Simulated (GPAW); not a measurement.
Consider MgMn2Al2O6 (P1).

```xyz
11
Lattice="4.9924 0.0000 0.0000 2.3550 5.0151 0.0000 2.2145 1.1703 5.1553" Properties=species:S:1:pos:R:3 pbc="T T T"
Mn    4.4801    1.2912    4.5447
Mn    4.4999    5.1237    2.3528
Al    7.2540    3.1673    3.3983
Al    1.9809    3.2228    0.5262
Mg    4.4875    1.9338    1.1821
O     1.4577    1.5461    0.9303
O     6.1877    2.4127    4.5576
O     3.4050    1.8642    2.8651
O     6.3125    3.9839    2.0530
O     3.6757    3.7308    0.6590
O     8.3220    4.5267    4.0677
```

Absorber: atom 4, with 1 O at 1.77 Å, 1 O at 1.80 Å and 2 O at 1.83 Å (distorted tetrahedral, site symmetry 1). Method: GPAW, PBE + U (Mn 4 eV), full core hole (charged cell), 11-atom cell with 5.0 Å between holes, 4×4×3 k points, dipole transitions, Gaussian full width 0.9 eV up to 4 eV, rising linearly to 3.5 eV at 25 eV.

**Question.** Where do the maxima of the Al K edge fall?

Main maxima up to 24 eV above the zero (height): 4.1 eV (1.76), 5.7 eV (1.55) and 13.2 eV (1.24). A K edge sees empty p states on the absorber. The total-energy difference plus the lowest empty eigenvalue puts the zero at 1557.77 eV. The tabulated edge of the element is 1559 eV. The functional and the charged cell's background leave an error of a few eV in such absolute values.

The Al K spectrum (energy from the lowest empty level; intensity scaled to a mean of 1 over the first 20 eV; polarised curves are means over the symmetry-equivalent atoms):

| E (eV) | isotropic | ε ∥ x | ε ∥ y | ε ∥ z |
| --- | --- | --- | --- | --- |
| -2.0 | 0.00 | 0.00 | 0.00 | 0.00 |
| -1.5 | 0.00 | 0.00 | 0.00 | 0.00 |
| -1.0 | 0.00 | 0.00 | 0.00 | 0.00 |
| -0.5 | 0.00 | 0.00 | 0.00 | 0.00 |
| 0.0 | 0.00 | 0.00 | 0.00 | 0.00 |
| 0.5 | 0.01 | 0.00 | 0.01 | 0.01 |
| 1.0 | 0.03 | 0.02 | 0.04 | 0.03 |
| 1.5 | 0.08 | 0.05 | 0.11 | 0.09 |
| 2.0 | 0.23 | 0.16 | 0.32 | 0.21 |
| 2.5 | 0.47 | 0.46 | 0.59 | 0.34 |
| 3.0 | 0.78 | 0.92 | 1.01 | 0.41 |
| 3.5 | 1.33 | 1.49 | 1.88 | 0.62 |
| 4.0 | 1.75 | 1.88 | 2.44 | 0.91 |
| 4.5 | 1.61 | 1.63 | 2.15 | 1.06 |
| 5.0 | 1.47 | 1.47 | 1.76 | 1.17 |
| 5.5 | 1.54 | 1.50 | 1.65 | 1.47 |
| 6.0 | 1.53 | 1.26 | 1.51 | 1.81 |
| 6.5 | 1.41 | 0.97 | 1.21 | 2.05 |
| 7.0 | 1.24 | 0.75 | 0.96 | 2.00 |
| 7.5 | 1.04 | 0.57 | 0.81 | 1.72 |
| 8.0 | 0.86 | 0.52 | 0.69 | 1.38 |
| 8.5 | 0.79 | 0.60 | 0.60 | 1.16 |
| 9.0 | 0.79 | 0.71 | 0.56 | 1.10 |
| 9.5 | 0.81 | 0.79 | 0.58 | 1.07 |
| 10.0 | 0.88 | 0.90 | 0.66 | 1.06 |
| 10.5 | 0.96 | 1.06 | 0.77 | 1.06 |
| 11.0 | 1.04 | 1.20 | 0.86 | 1.06 |
| 11.5 | 1.10 | 1.30 | 0.93 | 1.07 |
| 12.0 | 1.15 | 1.37 | 0.99 | 1.09 |
| 12.5 | 1.21 | 1.43 | 1.05 | 1.14 |
| 13.0 | 1.24 | 1.43 | 1.10 | 1.20 |
| 13.5 | 1.24 | 1.36 | 1.13 | 1.22 |
| 14.0 | 1.20 | 1.26 | 1.14 | 1.21 |
| 14.5 | 1.18 | 1.19 | 1.14 | 1.20 |
| 15.0 | 1.17 | 1.18 | 1.13 | 1.20 |
| 15.5 | 1.18 | 1.22 | 1.11 | 1.21 |
| 16.0 | 1.19 | 1.27 | 1.08 | 1.21 |
| 16.5 | 1.16 | 1.26 | 1.04 | 1.18 |
| 17.0 | 1.11 | 1.19 | 0.99 | 1.13 |
| 17.5 | 1.04 | 1.09 | 0.95 | 1.07 |
| 18.0 | 0.97 | 0.99 | 0.91 | 1.02 |
| 18.5 | 0.92 | 0.92 | 0.89 | 0.96 |
| 19.0 | 0.89 | 0.89 | 0.88 | 0.90 |
| 19.5 | 0.87 | 0.89 | 0.89 | 0.84 |
| 20.0 | 0.86 | 0.89 | 0.91 | 0.78 |
| 20.5 | 0.85 | 0.89 | 0.91 | 0.74 |
| 21.0 | 0.82 | 0.87 | 0.89 | 0.69 |
| 21.5 | 0.77 | 0.82 | 0.84 | 0.65 |
| 22.0 | 0.71 | 0.76 | 0.78 | 0.60 |
| 22.5 | 0.65 | 0.69 | 0.70 | 0.56 |
| 23.0 | 0.60 | 0.63 | 0.64 | 0.52 |
| 23.5 | 0.55 | 0.58 | 0.60 | 0.49 |
| 24.0 | 0.52 | 0.54 | 0.57 | 0.46 |
| 24.5 | 0.50 | 0.50 | 0.56 | 0.43 |
| 25.0 | 0.48 | 0.48 | 0.56 | 0.41 |
| 25.5 | 0.47 | 0.46 | 0.55 | 0.40 |
| 26.0 | 0.46 | 0.44 | 0.55 | 0.39 |
| 26.5 | 0.45 | 0.43 | 0.53 | 0.38 |
| 27.0 | 0.43 | 0.41 | 0.51 | 0.37 |
| 27.5 | 0.42 | 0.41 | 0.49 | 0.37 |
| 28.0 | 0.41 | 0.40 | 0.47 | 0.37 |
| 28.5 | 0.41 | 0.40 | 0.45 | 0.36 |
| 29.0 | 0.40 | 0.40 | 0.44 | 0.36 |
| 29.5 | 0.40 | 0.41 | 0.44 | 0.36 |
| 30.0 | 0.40 | 0.41 | 0.44 | 0.36 |
| 30.5 | 0.41 | 0.42 | 0.45 | 0.37 |
| 31.0 | 0.42 | 0.43 | 0.46 | 0.38 |
| 31.5 | 0.44 | 0.44 | 0.47 | 0.39 |
| 32.0 | 0.45 | 0.46 | 0.48 | 0.41 |

The hole lies in one spin channel, while the script sums the empty states of both and takes the lower zero; where the two channels are split, this blurs and shifts the curve. The crystal has 2 inequivalent Al sites and not all are shown here, while a measurement adds them all. The spins start ferromagnetically in a simple order, which needn't be the measured one; gap and edge can depend on it. The holes are only 5.0 Å apart, so the shape is probably not converged with cell size; no larger cell was run here. The mesh is coarse (0.41 Å⁻¹ between points), so small maxima may be mesh ripples. The structure is a computed Materials Project entry and may be a hypothetical form.

[Banner, clock and machine lines of the logs are left out without a mark of their own.]

[Logs are printed without paths, hosts, clocks, repeated set-up lines and the standing remarks that a program may print on its own settings, such as how far it seeks lower states.]

[Hosts, paths, dates, database ids (printed as entryN), source tags and the programs' standing remarks are cut or masked in the printed files.]

[Lists of maxima count a maximum above −3 eV only where it reaches 4 % of the highest in the window and stands out from its surroundings by 2 % of it (1.5 % where it reaches 55 %); shoulders and weaker maxima are passed over, and of the rest the first, up to two pre-edge ones and the few strongest are named.]
